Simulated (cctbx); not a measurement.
# Reading a Patterson map

Space group C2/c (no. 15), a = 9.8630 Å, b = 9.0370 Å, c = 5.2230 Å, α = 90.00°, β = 108.28°, γ = 90.00°, content Ru4 Ca4 Si8 O24.

The data are simulated with cctbx, not measured: Mo Kα, λ = 0.71073 Å, to d = 0.84 Å, 95 % of the full sphere, strongest reflection 5000 counts, noise from counting, a 2 % proportional error and a noise floor of 4 counts (s.d.); no absorption.

Patterson synthesis from sharpened amplitudes, origin scaled to 1000:

```text
Patterson group C 1 2/m 1
      u       v       w   height  length (A)
  0.000   0.000   0.000   1000.0     0.00
  0.000   0.171   0.500    715.2     3.03
  0.188   0.500   0.484    405.0     5.23
  0.000   0.340   0.000    289.7     3.07
  0.188   0.329  -0.016    271.5     3.52
  0.127   0.000   0.405    223.2     2.10
  0.129   0.170   0.908    187.0     2.14
  0.000   0.500   0.500    116.8     5.22
  0.128   0.339   0.416    102.6     3.74
  0.059   0.500   0.077     86.2     4.56
  0.056   0.316   0.565     83.1     3.80
  0.054   0.129   0.038     75.6     1.27
  0.184   0.163   0.474     74.5     2.96
  0.058   0.064   0.207     68.3     1.20
```

Q: Assign the vectors.

A peak at u stands for all pairs with xi − xj = u, with weight Σ ZiZj against Σ Z² = 12448 at the origin. Peak heights follow these weights only roughly, since form factors, motion and series ripples differ, all vectors within 0.55 Å of a peak are counted as merged into it though the farther ones add only part of their weight, and F(000) is left out, which lowers the whole map:

| u | v | w | shortest length (Å) | height | 1000 ΣZiZj/ΣZ² | pairs in the cell |
| --- | --- | --- | --- | --- | --- | --- |
| 0.000 | 0.171 | 0.500 | 3.03 | 715 | 719 | 2 × Ru–Ru, 4 × Ru–Ca, 4 × Si–Si, 12 × O–O |
| 0.188 | 0.500 | 0.484 | 3.40 | 405 | 416 | 8 × Ru–Si, 4 × O–O |
| 0.000 | 0.340 | 0.000 | 3.07 | 290 | 324 | 4 × Ru–Ca, 8 × O–O |
| 0.188 | 0.329 | -0.016 | 3.42 | 272 | 288 | 4 × Ru–Si, 4 × Ca–Si |
| 0.127 | 0.000 | 0.405 | 2.09 | 223 | 329 | 8 × Ru–O, 8 × Ca–O |
| 0.129 | 0.170 | 0.908 | 2.14 | 187 | 278 | 8 × Ru–O, 4 × Ca–O |
| 0.000 | 0.500 | 0.500 | 4.80 | 117 | 170 | 4 × Ca–Ca, 8 × O–O |
| 0.128 | 0.339 | 0.416 | 3.74 | 103 | 165 | 4 × Ru–O, 4 × Ca–O |
| 0.059 | 0.500 | 0.077 | 4.49 | 86 | 72 | 8 × Si–O |
| 0.056 | 0.316 | 0.565 | 3.80 | 83 | 72 | 8 × Si–O |

The table stops at ten peaks or at a height of 45, below which ripples compete. In the model behind the data Ru, the heaviest element, has 1 independent site: (0, 0.0865, 1/4), up to an allowed shift of origin; the Ru–Ru vectors are differences of these positions and their symmetry mates. The whole model:

```csv
atom,mult.,x,y,z,Ueq (Å²)
Ru1,4,0,0.0865,1/4,0.0059
Ca1,4,0,0.7425,1/4,0.0113
Si1,8,0.8093,0.4141,0.2665,0.0078
O1,8,0.8600,0.4847,0.0300,0.0216
O2,8,0.8668,0.2516,0.3398,0.0162
O3,8,0.6301,0.4158,0.1602,0.0175
```

The model is made up (kin elements in a known structure type, no relaxation), so it says nothing on whether the phase exists.

[Logs are printed without paths, hosts, clocks, repeated set-up lines and the standing remarks that a program may print on its own settings, such as how far it seeks lower states.]
